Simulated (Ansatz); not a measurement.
**Zn2CoS2O, from a guessed structure to a relaxed one**

Starting from a made-up structure for Zn2CoS2O, the aim is the relaxed cell, its shortest contacts and, where a second run follows, its electronic structure.

Method: DFT, PBEsol, plane-wave PAW, files of the set soft_1, scalar-relativistic, ferromagnetic start, cell and ions relaxed at zero pressure; PAW set soft_1, in the first sound run; inputs show where later runs differ, in Ansatz 0.2.0.

**1. The structure**

Symmetry: P3m1, No. 156, trigonal system. The conventional cell has a = 3.561 Å, b = 3.561 Å, c = 8.891 Å, α = 90.00°, β = 90.00°, γ = 120.00°. Zn has 1 O at 2.16 Å and 3 S at 2.25 Å nearest. Nearest to Zn lie 4 S at 2.18 to 2.23 Å. Nearest to Co lie 3 O at 2.15 Å and 1 S at 2.25 Å. Nearest to S lie 4 Zn at 2.23 to 2.25 Å. S has 3 Zn at 2.18 Å and 1 Co at 2.25 Å nearest. O has 3 Co at 2.15 Å and 1 Zn at 2.16 Å nearest. Farther neighbours and most contacts between anions are not listed.

**2. Relaxation of the guess**

The guess takes its coordinates from another compound and its volume from a rule, so the cell and any free coordinates are relaxed together.

Input file input.yaml:

```yaml
crystal:
  lattice:
    - [3.561, 0.0, 0.0]
    - [-1.7805, 3.083916463, 0.0]
    - [0.0, 0.0, 8.891]
  atoms:
    - { symbol: Zn, position: [0.333333333, 0.666666667, 0.6791] }
    - { symbol: Zn, position: [0.666666667, 0.333333333, 0.3253] }
    - { symbol: Co, position: [0.0, 0.0, 0.9908], spin: 2.0 }
    - { symbol: S, position: [0.666666667, 0.333333333, 0.5766] }
    - { symbol: S, position: [0.0, 0.0, 0.244] }
    - { symbol: O, position: [0.333333333, 0.666666667, 0.9219] }
magnetization:
  spin_polarized: true
kpoints:
  mp_grid: { grid: [9, 9, 3] }
scf:
  occupations: { method: fermi_dirac, width: 0.05 }
hamiltonian:
  xc: pbesol
  pseudopotentials: { kind: paw, azcp: { folder: soft_1 }, xc_functional: pbe }
relax:
  f_tol: 0.015
  max_steps: 70
  cell: {}
output:
  forces: true
  stress: true
```

The run is started by

```
> ansatz run input.yaml --threads 4 --pin off --max-ram 10240MiB --backend cpu --events-out ev --progress --plain --runs-dir out
```

Numbers of over 12 decimals in the logs are rounded to 6 here.

The log of the run:

```text
Engine: ansatz 0.2.0, aarch64-unknown-linux-gnu
Pseudopotentials: kind: paw
Pseudopotential: Zn, paw, valence charge 12, recommended cutoff 420 eV (normal), soft_1/Zn.paw.azcp
Pseudopotential: Co, paw, valence charge 17, recommended cutoff 420 eV (normal), soft_1/Co.paw.azcp
Pseudopotential: S, paw, valence charge 6, recommended cutoff 420 eV (normal), soft_1/S.paw.azcp
Pseudopotential: O, paw, valence charge 6, recommended cutoff 420 eV (normal), soft_1/O.paw.azcp
Functional definition: PBEsol
  exchange = pbesol_x
  correlation = pbesol_c
Crystal: 6 atoms, lattice volume = 97.639 Å³
Basis set: ecut = 420 eV, 1847 PW (Γ), exchange–correlation on 48×48×120 points (8 copies of the dense FFT grid, shifted against one another)
Bands: 37, of which v1, the nominal top of the filled ones, is band 30 counted from 1 (29 counted from 0)
Symmetry: 6 space group operations
Space group: P3m1 (ITA 156), of the structure as read, at distance tolerance 4.6e-5 Å
Magnetic group: BNS 156.49 (UNI 1279), of the structure as read, at distance tolerance 4.6e-5 Å
k-points: 31 of 243 (time reversal used)
Non-local potential: Zn, projectors of the file, l = 0: 2, l = 1: 2, l = 2: 3, l = 3: 1
Non-local potential: Co, projectors of the file, l = 0: 3, l = 1: 2, l = 2: 3, l = 3: 1
Non-local potential: S, projectors of the file, l = 0: 2, l = 1: 2, l = 2: 1
Non-local potential: O, projectors of the file, l = 0: 2, l = 1: 2, l = 2: 1
PAW form: soft (Blöchl's): semilocal exchange-correlation on the pseudo side does not see the compensation charge
PAW frozen core: Zn, regenerated for the run's functional, and the local potential with it (the file was generated under x = pbe(κ = 0.804, μ = 0.219515), c = pbe(β = 0.066725))
PAW frozen core: Co, regenerated for the run's functional, and the local potential with it (the file was generated under x = pbe(κ = 0.804, μ = 0.219515), c = pbe(β = 0.066725))
PAW frozen core: S, regenerated for the run's functional, and the local potential with it (the file was generated under x = pbe(κ = 0.804, μ = 0.219515), c = pbe(β = 0.066725))
PAW frozen core: O, regenerated for the run's functional, and the local potential with it (the file was generated under x = pbe(κ = 0.804, μ = 0.219515), c = pbe(β = 0.066725))
PAW one-centre angular grid: Zn, 590 points (default); XC on 64 Gauss nodes
PAW one-centre angular grid: Co, 590 points (default); XC on 64 Gauss nodes
PAW one-centre angular grid: S, 110 points (default); XC on 64 Gauss nodes
PAW one-centre angular grid: O, 110 points (default); XC on 64 Gauss nodes
Initial density: superposition of atomic densities (chi_scale 0.1, normalization cell, long waves 96 % of neutral atoms (reshape's long-wave potential 1.96 eV rms, cloud 1.92 Å wide))
Starting moments: Σ|m| = 2 μB on 1 of 6 sites
Initial wavefunctions: pseudopotential atomic-orbital guess
Functional: x = pbesol(κ = 0.804, μ = 0.123457), c = pbesol(β = 0.046)
SCF iter   1: F=—  HF=-13986.258782 eV  |F-HF|=—  |Δ(HF+E_count)|=         —  Δρ=5.64e-2 (↑5.61e-2 ↓5.64e-2)  dr2=1.16e1  dr2_m=2.35e-1  M=2.435 μB ∫|m|=2.440 μB  β_m=0.30  ethr=3.10e-3  ⟨swp⟩=7.3  Hψ=11142  notcnv=0
Mixer restart at iter 1: flushing history
preconditioner: auto → Kerker (q_TF=auto, 2.509 Å⁻¹)  [metal: Δε(μ)=0.034 eV  Ē_g=10.136 eV  σ=0.050 eV  W_gap=0.17  n_scr=36 (ndim 8)  ℏωp=26.8 eV  f_vac=0.004  D(μ)=2.66/eV (n_scr^D=24)]
spin=Collinear: Kerker preconditioning applied to the charge; magnetization (m = ρ↑ − ρ↓) channel mixes plain (no charge-response kernel on spin).
SCF iter   2: F=—  HF=-13985.871983 eV  |F-HF|=—  |Δ(HF+E_count)|=   3.87e-1  Δρ=2.87e-2 (↑2.83e-2 ↓2.87e-2)  dr2=1.64e0  dr2_m=4.51e-1  M=2.760 μB ∫|m|=2.762 μB  β_m=0.37  ethr=3.10e-3  ⟨swp⟩=2.9  Hψ=4896  notcnv=0  defer=102
SCF iter   3: F=—  HF=-13985.965518 eV  |F-HF|=—  |Δ(HF+E_count)|=   9.35e-2  Δρ=2.45e-2 (↑2.45e-2 ↓1.86e-2)  dr2=7.05e-1  dr2_m=3.06e-1  M=2.940 μB ∫|m|=2.943 μB  β_m=0.41  ethr=2.78e-3  ⟨swp⟩=2.1  Hψ=3108  notcnv=0  defer=97
SCF iter   4: F=—  HF=-13986.108719 eV  |F-HF|=—  |Δ(HF+E_count)|=   1.43e-1  Δρ=1.40e-2 (↑5.46e-3 ↓1.40e-2)  dr2=3.16e-1  dr2_m=2.73e-2  M=3.000 μB ∫|m|=3.009 μB  β_m=0.50  ethr=1.20e-3  ⟨swp⟩=2.6  Hψ=4123  notcnv=0  defer=99
SCF iter   5: F=—  HF=-13986.021787 eV  |F-HF|=—  |Δ(HF+E_count)|=   8.69e-2  Δρ=6.04e-3 (↑6.04e-3 ↓3.75e-3)  dr2=6.61e-2  dr2_m=1.26e-2  M=3.000 μB ∫|m|=3.013 μB  β_m=0.75  ethr=5.36e-4  ⟨swp⟩=2.7  Hψ=3717  notcnv=0  defer=102
SCF iter   6: F=—  HF=-13986.044530 eV  |F-HF|=—  |Δ(HF+E_count)|=         —  Δρ=3.24e-3 (↑1.30e-3 ↓3.24e-3)  dr2=4.26e-2  dr2_m=1.90e-3  M=3.000 μB ∫|m|=3.011 μB  β_m=0.75  ethr=1.12e-4  ⟨swp⟩=1.8  Hψ=2564  notcnv=0  defer=102
Mixer restart at iter 6: flushing history
SCF iter   7: F=—  HF=-13986.045115 eV  |F-HF|=—  |Δ(HF+E_count)|=   5.86e-4  Δρ=1.85e-3 (↑1.54e-3 ↓1.85e-3)  dr2=2.08e-2  dr2_m=4.60e-4  M=3.000 μB ∫|m|=3.011 μB  β_m=0.87  ethr=7.23e-5  ⟨swp⟩=2.1  Hψ=3191  notcnv=0  defer=102
SCF iter   8: F=—  HF=-13986.046446 eV  |F-HF|=—  |Δ(HF+E_count)|=   1.33e-3  Δρ=2.17e-3 (↑1.86e-3 ↓2.17e-3)  dr2=2.17e-2  dr2_m=2.22e-4  M=3.000 μB ∫|m|=3.011 μB  β_m=0.73  ethr=3.52e-5  ⟨swp⟩=2.0  Hψ=4808  notcnv=0  defer=102
SCF iter   9: F=—  HF=-13986.042935 eV  |F-HF|=—  |Δ(HF+E_count)|=   3.51e-3  Δρ=9.00e-4 (↑2.90e-4 ↓9.00e-4)  dr2=2.11e-3  dr2_m=1.70e-4  M=3.000 μB ∫|m|=3.010 μB  β_m=0.88  ethr=3.52e-5  ⟨swp⟩=2.4  Hψ=3833  notcnv=0  defer=102
SCF iter  10: F=—  HF=-13986.042871 eV  |F-HF|=—  |Δ(HF+E_count)|=   6.38e-5  Δρ=2.76e-4 (↑2.76e-4 ↓2.76e-4)  dr2=4.14e-4  dr2_m=2.63e-6  M=3.000 μB ∫|m|=3.010 μB  β_m=0.80  ethr=3.57e-6  ⟨swp⟩=2.6  Hψ=4125  notcnv=0  defer=102
SCF iter  11: F=—  HF=-13986.042836 eV  |F-HF|=—  |Δ(HF+E_count)|=   3.54e-5  Δρ=2.06e-4 (↑1.73e-4 ↓2.06e-4)  dr2=1.53e-4  dr2_m=2.91e-6  M=3.000 μB ∫|m|=3.010 μB  β_m=0.71  ethr=7.02e-7  ⟨swp⟩=2.0  Hψ=3521  notcnv=0  defer=102
SCF iter  12: F=—  HF=-13986.042806 eV  |F-HF|=—  |Δ(HF+E_count)|=   2.94e-5  Δρ=1.19e-4 (↑7.59e-5 ↓1.19e-4)  dr2=7.90e-5  dr2_m=1.06e-6  M=3.000 μB ∫|m|=3.010 μB  β_m=0.82  ethr=2.60e-7  ⟨swp⟩=2.0  Hψ=3455  notcnv=0  defer=102
SCF iter  13: F=—  HF=-13986.042883 eV  |F-HF|=—  |Δ(HF+E_count)|=   7.70e-5  Δρ=3.93e-5 (↑3.12e-5 ↓3.93e-5)  dr2=8.67e-6  dr2_m=2.03e-7  M=3.000 μB ∫|m|=3.010 μB  β_m=0.86  ethr=1.34e-7  ⟨swp⟩=2.6  Hψ=3610  notcnv=0  defer=102
SCF iter  14: F=—  HF=-13986.042884 eV  |F-HF|=—  |Δ(HF+E_count)|=   1.06e-6  Δρ=3.69e-5 (↑3.14e-5 ↓3.69e-5)  dr2=2.57e-6  dr2_m=4.32e-8  M=3.000 μB ∫|m|=3.010 μB  β_m=0.72  ethr=1.47e-8  ⟨swp⟩=2.0  Hψ=3715  notcnv=0  defer=102
[...]
relax step   4: F+E_penalty+E_count = -13986.43633033 eV  Δ(F+E_penalty+E_count) = -5.129e-3 eV  max|allowed force component| = 8.644e-2 eV/Å  Δτ_max = 0.0049 Å  P = +0.138 GPa  Ω = 96.983 Å³  energy of the carried Pulay correction = +6.316e-4 eV  (10 SCF iters, dr2 threshold 6.00e-7 eV, accepted)
[...]
relax step   5: F+E_penalty+E_count = -13986.43674357 eV  Δ(F+E_penalty+E_count) = -4.132e-4 eV  max|allowed force component| = 4.695e-3 eV/Å  Δτ_max = 0.0054 Å  P = +0.004 GPa  Ω = 97.105 Å³  energy of the carried Pulay correction = +5.144e-4 eV  (9 SCF iters, dr2 threshold 4.67e-7 eV, accepted)
Initial wavefunctions: pseudopotential atomic-orbital guess (no wavefunctions were taken with the density)
iter 1 solved again at ethr=7.75e-7 eV; its pass at ethr=3.10e-3 eV (dr2=4.57e-4 eV) is discarded
SCF iter   1: F=—  HF=-13986.436232 eV  |F-HF|=—  |Δ(HF+E_count)|=         —  Δρ=2.80e-5 (↑2.79e-5 ↓2.80e-5)  dr2=7.04e-7  dr2_m=2.40e-8  M=2.996 μB ∫|m|=3.007 μB  β_m=0.65  ethr=7.75e-7  ⟨swp⟩=3.0  Hψ=17409  notcnv=0
eigensolver tolerance schedule: the retry pair's looser diagonalisation over-reported the residual by 648.45 of it (diagonalisation noise at 0.19 of the residual, at the tolerance the schedule requests for it); recorded, not acted on — ethr = c·dr2/N_el stays at c = 1.0e-1
preconditioner: auto → Kerker (q_TF=auto, 2.315 Å⁻¹)  [metal: Δε(μ)=0.013 eV  Ē_g=10.134 eV  σ=0.050 eV  W_gap=0.07  n_scr=24 (ndim 8)  ℏωp=26.9 eV  f_vac=0.019  D(μ)=2.62/eV (n_scr^D=24)]
spin=Collinear: Kerker preconditioning applied to the charge; magnetization (m = ρ↑ − ρ↓) channel mixes plain (no charge-response kernel on spin).
SCF iter   2: F=—  HF=-13986.436228 eV  |F-HF|=—  |Δ(HF+E_count)|=   3.73e-6  Δρ=1.67e-5 (↑1.66e-5 ↓1.67e-5)  dr2=4.38e-7  dr2_m=2.35e-9  M=2.996 μB ∫|m|=3.007 μB  β_m=0.55  ethr=1.19e-9  ⟨swp⟩=3.0  Hψ=5076  notcnv=0
SCF iter   3: F=—  HF=-13986.436228 eV  |F-HF|=—  |Δ(HF+E_count)|=   1.32e-7  Δρ=5.90e-6 (↑5.75e-6 ↓5.90e-6)  dr2=5.49e-8  dr2_m=1.18e-9  M=2.996 μB ∫|m|=3.007 μB  β_m=0.59  ethr=7.43e-10  ⟨swp⟩=2.0  Hψ=3430  notcnv=0
SCF iter   4: F=—  HF=-13986.436228 eV  |F-HF|=—  |Δ(HF+E_count)|=   3.95e-8  Δρ=2.76e-6 (↑1.76e-6 ↓2.76e-6)  dr2=2.80e-8  dr2_m=9.44e-10  M=2.996 μB ∫|m|=3.007 μB  β_m=0.63  ethr=9.30e-11  ⟨swp⟩=2.0  Hψ=3845  notcnv=0
SCF iter   5: F=—  HF=-13986.436228 eV  |F-HF|=—  |Δ(HF+E_count)|=   2.24e-9  Δρ=1.60e-6 (↑8.64e-7 ↓1.60e-6)  dr2=1.36e-8  dr2_m=5.39e-10  M=2.996 μB ∫|m|=3.007 μB  β_m=0.82  ethr=4.74e-11  ⟨swp⟩=2.1  Hψ=3035  notcnv=0
SCF iter   6: F=—  HF=-13986.436228 eV  |F-HF|=—  |Δ(HF+E_count)|=   1.40e-9  Δρ=1.15e-6 (↑7.69e-7 ↓1.15e-6)  dr2=5.11e-9  dr2_m=1.13e-10  M=2.996 μB ∫|m|=3.007 μB  β_m=0.78  ethr=2.31e-11  ⟨swp⟩=2.5  Hψ=3805  notcnv=0
SCF iter   7: F=—  HF=-13986.436228 eV  |F-HF|=—  |Δ(HF+E_count)|=   4.51e-9  Δρ=9.23e-7 (↑9.07e-7 ↓9.23e-7)  dr2=1.82e-9  dr2_m=6.45e-11  M=2.996 μB ∫|m|=3.007 μB  β_m=0.72  ethr=8.67e-12  ⟨swp⟩=2.0  Hψ=4141  notcnv=0
SCF iter   8: F=—  HF=-13986.436228 eV  |F-HF|=—  |Δ(HF+E_count)|=  2.33e-10  Δρ=4.39e-7 (↑1.84e-7 ↓4.39e-7)  dr2=3.20e-10  dr2_m=2.47e-11  M=2.996 μB ∫|m|=3.007 μB  β_m=0.86  ethr=3.08e-12  ⟨swp⟩=2.0  Hψ=4053  notcnv=0
SCF iter   9: F=—  HF=-13986.436228 eV  |F-HF|=—  |Δ(HF+E_count)|=  2.02e-10  Δρ=2.47e-7 (↑1.95e-7 ↓2.47e-7)  dr2=1.50e-10  dr2_m=8.79e-12  M=2.996 μB ∫|m|=3.007 μB  β_m=0.83  ethr=1.00e-12  ⟨swp⟩=2.0  Hψ=3630  notcnv=0
SCF iter  10: F=—  HF=-13986.436228 eV  |F-HF|=—  |Δ(HF+E_count)|=  7.28e-12  Δρ=1.79e-7 (↑1.17e-7 ↓1.79e-7)  dr2=1.03e-10  dr2_m=2.15e-12  M=2.996 μB ∫|m|=3.007 μB  β_m=0.76  ethr=1.00e-12  ⟨swp⟩=2.0  Hψ=2914  notcnv=0
SCF iter  11: F=—  HF=-13986.436228 eV  |F-HF|=—  |Δ(HF+E_count)|=  1.82e-11  Δρ=3.64e-8 (↑3.19e-8 ↓3.64e-8)  dr2=2.13e-11  dr2_m=5.19e-14  M=2.996 μB ∫|m|=3.007 μB  β_m=0.83  ethr=1.00e-12  ⟨swp⟩=1.2  Hψ=2350  notcnv=0
SCF iter  12: F=-13986.436228 eV  HF=-13986.436228 eV  |F-HF|=1.46e-11  |Δ(HF+E_count)|=    0.00e0  Δρ=1.06e-7 (↑4.00e-8 ↓1.06e-7)  dr2=1.31e-11  dr2_m=1.77e-12  M=2.996 μB ∫|m|=3.007 μB  ethr=1.00e-12  ⟨swp⟩=3.0  Hψ=7822  notcnv=0
SCF 6 converged in 12 iterations: F = -13986.436228 eV  dr2 = 1.31e-11
relax step   6: F+E_penalty+E_count = -13986.43622811 eV  Δ(F+E_penalty+E_count) = +5.155e-4 eV  max|allowed force component| = 4.730e-3 eV/Å  Δτ_max = 0.0000 Å  P = +0.004 GPa  Ω = 97.105 Å³  stress off target by 8.34e-3 GPa  SCF on the basis re-selected at this cell (its energy is not comparable with the rows above)  (12 SCF iters)
basis re-selected at this cell: Δ(F+E_penalty+E_count) = +5.155e-4 eV, ΔP = +0.000 GPa vs the last step (what re-selecting the basis moved, of the pressure what is left beyond the Pulay correction that the steps carried, after the strain that the cell walked since its last selection, with what the two solves' SCF thresholds leave and, on support functions, any second-order correction that the steps lacked; it is no m [...]
SCF converged after 12 iterations
Magnetization: 2.9959 μB (30.9980 up, 28.0020 down)
Absolute magnetization: 3.0069 μB (∫|ρ↑−ρ↓|, with the PAW one-centre terms)
Spin contamination: 0.0112 ħ² per cell (⟨S²⟩ above its minimum at these occupations)
Per-site moments (μB) at R_I (Å): [(0.012320, 0.801946), (0.015168, 0.933460), (2.338108, 0.871332), (0.021337, 0.933282), (0.077324, 0.921867), (0.228220, 0.801946)]
Free energy (F): -13986.436228 eV
Harris-Foulkes:  -13986.436228 eV  (|F-HF|=1.46e-11)
Internal energy: -13986.413918 eV  (E = F + TS)
E sigma→0 (E₀):  -13986.425073 eV
Entropy (-TS):   -0.022311 eV (-3.718 meV/atom)
Fermi energy:    7.778994 eV
--- Per-component energies (eV) ---
  E_band       = -377.501733
  E_kinetic    = 963.694095
  E_local      = -8990.010609  (includes V_loc(G=0)·N_el)
  E_nonlocal   = 2205.042055
  E_hartree    = 3688.319850
  E_xc         = -491.625286
  E_vxc        = -473.917287  (∫ρ·V_xc dr)
  E_paw        = -6602.827460  (= ΣΔE_a)
  E_vpaw       = -1458.949829  (= ΣTr[D̂ρ^β])
  E_aug_tail   = 0.000194  (compensation charges beyond the density's cutoff)
  E_ewald      = -4760.949074
  E_core_change = 1.942318  (= ΣΔE_core)
  E_smearing   = -0.022311  (= −TS)
  E_closure    = 0.000000  (closes the sum)
  Σ components = -13986.436228   (vs F -13986.436228, Δ=0.00e0)
--- Forces (eV/Å), atoms counted from 1 ---
  atom   1  Zn     0.00000000    -0.00000000    -0.00276820
  atom   2  Zn     0.00000000    -0.00000000    -0.00059577
  atom   3  Co    -0.00000000    -0.00000000     0.00339489
  atom   4  S      0.00000000     0.00000000     0.00472961
  atom   5  S      0.00000000     0.00000000    -0.00198923
  atom   6  O      0.00000000     0.00000000    -0.00277158
  max |Σ_I F_I| component: 2.77e-7 eV/Å
--- Stress (GPa, compression-positive) ---
        0.008339       0.000000       0.000000
        0.000000       0.008339      -0.000000
        0.000000      -0.000000      -0.004625
  P = ⅓ Tr σ = 0.0040 GPa (0.040 kbar)
--- Relaxed structure (5 steps of the walk, 5 accepted, 1 SCFs on fresh bases) ---
  F+E_penalty+E_count = -13986.43622811 eV   max|allowed force component| = 4.730e-3 eV/Å   (the final SCF, on the basis selected at the relaxed cell)
  cell:  # Å, volume = 97.1048 Å³
    - [3.574761, 0, -1.2194354866768042e-18]
    - [-1.787381, 3.095834, 6.097177433384056e-19]
    - [-3.044650635166015e-18, 0, 8.774369]
  atoms:
    - { symbol: Zn, position: [0.333333, 0.666667, 0.698025] }
    - { symbol: Zn, position: [0.666667, 0.333333, 0.331311] }
    - { symbol: Co, position: [-1.8437041824855924e-18, 0, 0.970846] }
    - { symbol: S, position: [0.666667, 0.333333, 0.592380] }
    - { symbol: S, position: [-1.7051262852584103e-18, 0, 0.225546] }
    - { symbol: O, position: [0.333333, 0.666667, 0.919592] }
```

Run time: 53 s. Hardware: 4 threads of Arm Neoverse V1, shared host; peak memory 0.51 GiB; 3.4 min of CPU time.

Relaxation path:

```tsv
step	energy less that of the first step (eV)	largest force component (eV/Å)	pressure (GPa)	volume (Å³)
1	0.0000	1.2929	1.55	97.64
2	-0.3297	0.7168	0.16	97.31
3	-0.3883	0.1429	-0.32	97.37
4	-0.3934	0.0864	0.14	96.98
5	-0.3939	0.0047	0.00	97.10
6*	-0.3933	0.0047	0.00	97.10
```

Relaxation steps marked * repeat the geometry before them on a plane-wave basis chosen anew for their cell, so energy and pressure can jump there.

The run keeps the 6 symmetry operations that it works with, so distortions that break them were not tested.

```tsv
conventional cell, symmetrised	before	after	change
a (Å)	3.561	3.575	+0.4 %
b (Å)	3.561	3.575	+0.4 %
c (Å)	8.891	8.774	-1.3 %
volume (Å³/atom)	16.27	16.18	-0.5 %
```

The atoms that moved most (Å, as changes of fractional coordinates times the final cell):

```tsv
atom	dx	dy	dz	length
Co3	0.000	0.000	-0.175	0.175
Zn1	0.000	0.000	0.166	0.166
S5	0.000	0.000	-0.162	0.162
S4	0.000	0.000	0.138	0.138
Zn2	0.000	0.000	0.053	0.053
O6	0.000	0.000	-0.020	0.020
```

This step gave:

| Quantity | Value |
| --- | --- |
| free energy | -13986.4362 eV |
| energy at zero smearing | -13986.4251 eV |
| smearing term TS | 0.02231 eV |
| Fermi energy | 7.779 eV |
| magnetization | 2.996 μB |
| absolute magnetization | 3.007 μB |
| site moments | 0.01232, 0.01517, 2.338, 0.02134, 0.07732, 0.2282 μB |
| electrons | 59 |
| symmetry operations | 6 |
| pressure | 0.004018 GPa |

Site moment by atom:

```tsv
atom	site moment (μB)
Zn1	0.01
Zn2	0.02
Co3	2.34
S4	0.02
S5	0.08
O6	0.23
```

The shortest distance of each pair, which need not be the same contact before and after:

```tsv
pair	guess (Å)	relaxed (Å)
O–Zn	2.159	1.944
Co–O	2.145	2.112
Co–S	2.251	2.235
S–Zn	2.179	2.263
Co–Zn	3.451	3.161
```

The relaxation ends with a largest force component of 0.0047 eV/Å and a pressure of 0.00 GPa.

(Continued in part 2 of 2.)

[Logs are printed without paths, hosts, clocks, repeated set-up lines and the standing remarks that a program may print on its own settings, such as how far it seeks lower states.]

[Hosts, paths, dates, database ids (printed as entryN), source tags and the programs' standing remarks are cut or masked in the printed files.]
